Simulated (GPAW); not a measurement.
# Near-edge structure at the B K edge of TiB2 (P6/mmm), part 2 of 2

Aim: the dependence of the B K near-edge features of TiB2 (P6/mmm) on volume.

GPAW 26.7.0; X-ray absorption from dipole matrix elements to empty bands, plane-wave PAW PBE.

So far. Step 8 (Spectrum with XCH, B atom 2): The scaled spectrum changes by 7 % r.m.s. The highest intensity below 16 eV goes from 8.6 eV (1.55) to 8.9 eV (1.51). Step 10 (Spectrum with XCH, B atom 2): Against the first run the r.m.s. difference is 7 %. The highest intensity below 16 eV goes from 8.6 eV (1.55) to 8.4 eV (1.59).

**12. Spectrum with XCH, B atom 2**

Changed against the first core-hole run: volume scale from 1 to 1.06.

The input, xas.py:

```python
import numpy as np
from ase import Atoms
from ase.parallel import parprint, paropen
from gpaw import GPAW, PW, FermiDirac, Mixer, MixerDif, setup_paths
from gpaw.test import gen
setup_paths.insert(0, '.')
gen('B', name='fch1s', xcname='PBE', corehole=(1, 0, 1), write_xml=True)
from gpaw.mpi import world
world.barrier()

atoms = Atoms('Ti6B12',
    cell=[[0, 5.34963146, 0],
     [-4.63291674, -2.67481573, 0],
     [0, 0, 6.58343607]],
    scaled_positions=[[0, 0, 0],
     [0.33333333, 0.66666667, 0],
     [0, 0, 0.5],
     [0.66666667, 0.33333333, 0],
     [0.33333333, 0.66666667, 0.5],
     [0.66666667, 0.33333333, 0.5],
     [0, 0.66666667, 0.25],
     [0.33333333, 0.33333333, 0.25],
     [0, 0.66666667, 0.75],
     [0.66666667, 0, 0.25],
     [0.33333333, 0.33333333, 0.75],
     [0.66666667, 0, 0.75],
     [0.33333333, 0, 0.25],
     [0.66666667, 0.66666667, 0.25],
     [0.33333333, 0, 0.75],
     [0, 0.33333333, 0.25],
     [0.66666667, 0.66666667, 0.75],
     [0, 0.33333333, 0.75]],
    pbc=True)
atoms.calc = calc = GPAW(legacy_gpaw=True, mode=PW(430, force_complex_dtype=True), xc='PBE', setups={6: 'fch1s'},
    kpts={'size': (5, 5, 4), 'gamma': True}, occupations=FermiDirac(0.1),
    charge=-1, mixer=Mixer(0.1, 5, 50), maxiter=150,
    convergence={'density': 0.0001, 'eigenstates': 1e-6}, txt='scf.txt')
energy = atoms.get_potential_energy() + calc.get_reference_energy()
ef = calc.get_fermi_level()
out = dict(energy=energy, fermi=ef, forces=atoms.get_forces().tolist())
parprint(f'all-electron energy {energy:.4f} eV, Fermi level {ef:.4f} eV')
ev = np.array([[calc.get_eigenvalues(k, s) for k in range(len(calc.get_ibz_k_points()))] for s in range(calc.get_number_of_spins())])
out['homo'], out['lumo'], out['counts'] = ev[ev < ef].max(), ev[ev > ef].min(), sorted(set((ev < ef).sum((0, 2)).tolist()))
out['filled'] = (ev[:, 0] < ef).sum(1).tolist()

from ase.units import Ha
from gpaw.xas import dipole_matrix_elements
nb = int(calc.get_number_of_electrons() / 2) + 130
top, nb = nb, nb + 8 + nb // 12
nscf = calc.fixed_density(kpts={'size': (7, 7, 5), 'gamma': True}, nbands=nb,
    convergence={'bands': top, 'eigenstates': 5e-3}, maxiter=60, txt='nscf.txt')
cell = atoms.cell.array
ops = [cell.T @ U.T @ np.linalg.inv(cell.T) for U in nscf.wfs.kd.symmetry.op_scc]
E = np.arange(-6, 34, 0.1)
fwhm = np.interp(E, [4, 25], [0.9, 3.5])
Y, X, zero, highest = 0, 0, 1e9, 1e9
for spin in range(nscf.get_number_of_spins()):
    wfs = nscf.wfs
    mine = wfs.bd.get_slice()  # this rank's bands
    A = dipole_matrix_elements(wfs.setups[6])
    eps = np.zeros((wfs.kd.nibzkpts, nb))
    d = np.zeros((3, A.shape[1], wfs.kd.nibzkpts, nb), complex)
    for kpt in wfs.kpt_u:
        if kpt.s == spin and 6 in kpt.P_ani:
            eps[kpt.k, mine] = kpt.eps_n * Ha
            d[:, :, kpt.k, mine] = (kpt.weight * wfs.nspins / 2) ** 0.5 * np.inner(A, kpt.P_ani[6])
    world.sum(eps)
    world.sum(d)
    T = np.einsum('amkn,bmkn->abkn', d, d.conj()).real
    T = sum(np.einsum('ai,ijkn,bj->abkn', R, T, R) for R in ops) / len(ops)
    empty = eps > ef
    zero, highest = min(zero, eps[empty].min()), min(highest, eps[:, top - 1].min())
    lines = [(eps, T, empty)] if spin == 0 else lines + [(eps, T, empty)]
for eps, T, empty in lines:
    f = np.einsum('aakn->akn', T).reshape(3, -1)
    x = eps.ravel() - zero
    w = np.interp(x, E, fwhm) / 2.35482
    g = np.exp(-0.5 * ((E[:, None] - x) / w) ** 2) / (w * (2 * np.pi) ** 0.5)
    Y = Y + (f * empty.ravel()) @ g.T
    X = X + (f * ~empty.ravel()) @ g.T
out.update(E=E.round(2).tolist(), xas=Y.tolist(), xes=X.tolist(), zero=zero, valid=highest - zero, nk=len(eps), nb=nb)
for i in range(0, len(E), 10):
    parprint(f'{E[i]:7.2f}', *(f'{v:10.3e}' for v in Y[:, i]))
import json
with paropen('out.json', 'w') as f:
    json.dump(out, f)
```

Run with:

```sh
$ OMP_NUM_THREADS=1 mpirun -n 4 gpaw python xas.py
```

The job ended after 7 min (4 MPI ranks of Intel Xeon Platinum 8488C (Sapphire Rapids), shared host; peak memory 0.95 GiB).

```
E (eV)  first run  this run
  -2.0       0.00      0.00
  -1.0       0.00      0.00
   0.0       0.23      0.25
   1.0       0.80      0.88
   2.0       1.00      1.06
   3.0       0.98      1.01
   4.0       1.22      1.20
   5.0       1.01      1.16
   6.0       1.11      1.18
   7.0       1.19      1.47
   8.0       1.49      1.63
   9.0       1.53      1.46
  10.0       1.24      1.10
  11.0       1.02      1.09
  12.0       1.06      1.08
  13.0       1.05      1.07
  14.0       1.04      1.06
  15.0       1.02      1.07
  16.0       1.04      0.98
  17.0       0.94      0.66
  18.0       0.62      0.32
  19.0       0.30      0.17
  20.0       0.18      0.20
  21.0       0.21      0.29
  22.0       0.29      0.38
  23.0       0.38      0.47
  24.0       0.46      0.56
  25.0       0.54      0.64
  26.0       0.62      0.69
  27.0       0.68      0.70
  28.0       0.70      0.67
  29.0       0.67      0.64
  30.0       0.63      0.62
  31.0       0.61      0.58
```

Against the first run the r.m.s. difference is 13 %. The highest intensity below 16 eV goes from 8.6 eV (1.55) to 8.1 eV (1.63).

The photon energy of the zero moves by +0.18 eV.

**13. The volumes side by side**

| volume | nearest distance (Å) | shift of the zero (eV) | maximum 1 (eV above own zero) | maximum 2 (eV above own zero) | maximum 3 (eV above own zero) | maximum 4 (eV above own zero) |
| --- | --- | --- | --- | --- | --- | --- |
| 0.94 | 1.713 | -0.19 | 2.8 | 4.5 | 6.0 | 9.2 |
| 0.97 | 1.731 | -0.09 | 2.6 | 4.3 | 5.8 | 8.9 |
| 1 | 1.749 | +0.00 | 2.5 | 4.1 | 5.6 | 8.6 |
| 1.03 | 1.766 | +0.09 | 2.4 | 3.9 | 5.4 | 8.4 |
| 1.06 | 1.783 | +0.18 | 2.3 | 3.8 | 5.3 | 8.1 |

The curves, each shifted by its zero's change so that they share one photon-energy axis, counted from the zero at V × 1:

```
E (eV)  V × 0.94  V × 0.97  V × 1  V × 1.03  V × 1.06
  -2.0      0.00      0.00   0.00      0.00      0.00
  -1.0      0.01      0.00   0.00      0.00      0.00
   0.0      0.32      0.28   0.23      0.19      0.16
   1.0      0.81      0.80   0.80      0.79      0.78
   2.0      0.96      0.98   1.00      1.02      1.04
   3.0      0.96      0.97   0.98      1.00      1.02
   4.0      1.11      1.17   1.22      1.24      1.25
   5.0      0.99      0.99   1.01      1.05      1.09
   6.0      1.10      1.10   1.11      1.13      1.17
   7.0      1.00      1.09   1.19      1.31      1.42
   8.0      1.29      1.40   1.49      1.56      1.62
   9.0      1.48      1.51   1.53      1.53      1.52
  10.0      1.33      1.29   1.24      1.19      1.15
  11.0      1.03      1.02   1.02      1.04      1.08
  12.0      1.00      1.03   1.06      1.08      1.09
  13.0      1.02      1.04   1.05      1.06      1.07
  14.0      1.03      1.04   1.04      1.05      1.06
  15.0      1.00      1.00   1.02      1.05      1.07
  16.0      0.99      1.02   1.04      1.04      1.01
  17.0      1.02      1.00   0.94      0.85      0.73
  18.0      0.89      0.76   0.62      0.48      0.37
  19.0      0.56      0.41   0.30      0.22      0.18
  20.0      0.27      0.21   0.18      0.18      0.19
  21.0      0.18      0.19   0.21      0.24      0.27
  22.0      0.22      0.26   0.29      0.33      0.37
  23.0      0.30      0.34   0.38      0.42      0.46
  24.0      0.38      0.42   0.46      0.50      0.55
  25.0      0.46      0.50   0.54      0.58      0.62
  26.0      0.53      0.57   0.62      0.66      0.69
  27.0      0.61      0.65   0.68      0.70      0.71
  28.0      0.67      0.70   0.70      0.69      0.68
  29.0      0.70      0.69   0.67      0.65      0.64
  30.0      0.67      0.64   0.63      0.63      0.62
  31.0      0.62      0.61   0.61      0.61      0.59
```

**14. Results**

| Quantity | Value |
| --- | --- |
| absorber and edge | B K, atom 2 of the ground-state input (counted from 1) |
| surroundings | 3 B at 1.75 Å (trigonal planar, site symmetry -6m2) |
| highest intensity below 16 eV | 8.6 eV above the zero, height 1.55 |
| photon energy of the zero, with the added terms | 187.7 eV (raw 193.3 eV; uncertain by a few eV) |

From V × 0.94 to V × 1.06 the nearest distance grows by 0.070 Å and the zero moves by +0.37 eV. Above their own zero, the maxima move from 2.8 to 2.3 eV, from 4.5 to 3.8 eV, from 6.0 to 5.3 eV and from 9.2 to 8.1 eV. The B K edge of atom 2, with 3 B at 1.75 Å (trigonal planar, site symmetry -6m2), has its highest intensity of the first 16 eV at 8.6 eV above the zero, near 196 eV in photon energy (uncertain by a few eV), 1.6 times the mean level of the first 20 eV (Gaussian full width 0.9 eV up to 4 eV, rising linearly to 3.5 eV at 25 eV). At the B K edge of atom 2 polarisation matters most near 4.2 eV, where the curves differ by 2.7 on this scale. The holes are only 5.2 Å apart, so the shape is probably not converged with cell size; no larger cell was run here. The structure is a published determination, not relaxed.

[Logs are printed without paths, hosts, clocks, repeated set-up lines and the standing remarks that a program may print on its own settings, such as how far it seeks lower states.]

[Hosts, paths, dates, database ids (printed as entryN), source tags and the programs' standing remarks are cut or masked in the printed files.]

[Lists of maxima count a maximum above −3 eV only where it reaches 4 % of the highest in the window and stands out from its surroundings by 2 % of it (1.5 % where it reaches 55 %); shoulders and weaker maxima are passed over, and of the rest the first, up to two pre-edge ones and the few strongest are named.]
